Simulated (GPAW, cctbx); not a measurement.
# What do these deviations say about the bonding?

K2AgRhI6, Fm-3m (no. 225), a = 11.4794 Å, b = 11.4794 Å, c = 11.4794 Å, α = 90.00°, β = 90.00°, γ = 90.00°.

```
atom  mult.    x    y       z
  I1     24    0    0  0.7614
 Ag1      4  1/2    0       0
 Rh1      4    0    0       0
  K1      8  1/4  3/4     3/4
```

The cell comes from substitution in a known structure type and wasn't matched to any measured phase.

Absolute values of the static structure factors of the conventional cell from DFT (PBE, GPAW) against free spherical atoms, in electrons:

```
hkl  d (Å)  free atoms  crystal
111  6.628       78.70    79.32
020  5.740      615.11   615.42
022  4.059       88.41    86.53
131  3.461       34.45    34.07
222  3.314      886.66   888.06
040  2.870     1468.02  1467.79
133  2.634      130.58   130.60
042  2.567      518.99   518.57
242  2.343       57.84    58.79
333  2.209      216.56   216.79
```

**Question.** Which way does charge move, and which reflections show it best?

Project each element's phase sum on the total phase. |F| rises if density moves to atoms that scatter in phase and falls if it moves to atoms that scatter against it; the rule is for low angles, since changes of shape take over beyond. Where all elements are in phase the terms compete, and the compactness of the donor's and the acceptor's density matters too.

| hkl | I in phase | Ag in phase | Rh in phase | K in phase | change (e) | (%) |
| --- | --- | --- | --- | --- | --- | --- |
| 111 | +1.7 | -4.0 | +4.0 | 0.0 | +0.61 | +0.8 |
| 020 | +8.1 | +4.0 | +4.0 | -8.0 | +0.31 | +0.1 |
| 022 | -7.8 | +4.0 | +4.0 | +8.0 | -1.88 | -2.1 |
| 131 | +0.6 | +4.0 | -4.0 | 0.0 | -0.39 | -1.1 |
| 222 | +23.8 | -4.0 | -4.0 | +8.0 | +1.40 | +0.2 |
| 040 | +23.7 | +4.0 | +4.0 | +8.0 | -0.23 | 0.0 |
| 133 | +2.8 | +4.0 | -4.0 | 0.0 | +0.02 | 0.0 |
| 042 | +7.8 | +4.0 | +4.0 | -8.0 | -0.42 | -0.1 |

Low-angle reflections that set elements apart and change by more than 0.05 e: 111, 020, 022, 131, 222 and 042 (133 hardly moves and tells little). The signs fit a gain of density on I and Rh and a loss on Ag and K, apart from 042. The best witness is 022, -2.1 %, where I enters with -7.8. The real-space density agrees: Voronoi charges I -0.12, Ag +0.23, Rh -0.03, K +0.25 e. The shortest bond, I–Rh, has Δρ = +0.04 e/Å³ at its midpoint.

[Outputs are excerpts: Python notices, other lines and further rows are left out; steps that failed or that the build refused (PBEsol, TPSS) are not shown.]

[Logs are printed without paths, hosts, clocks, repeated set-up lines and the standing remarks that a program may print on its own settings, such as how far it seeks lower states.]
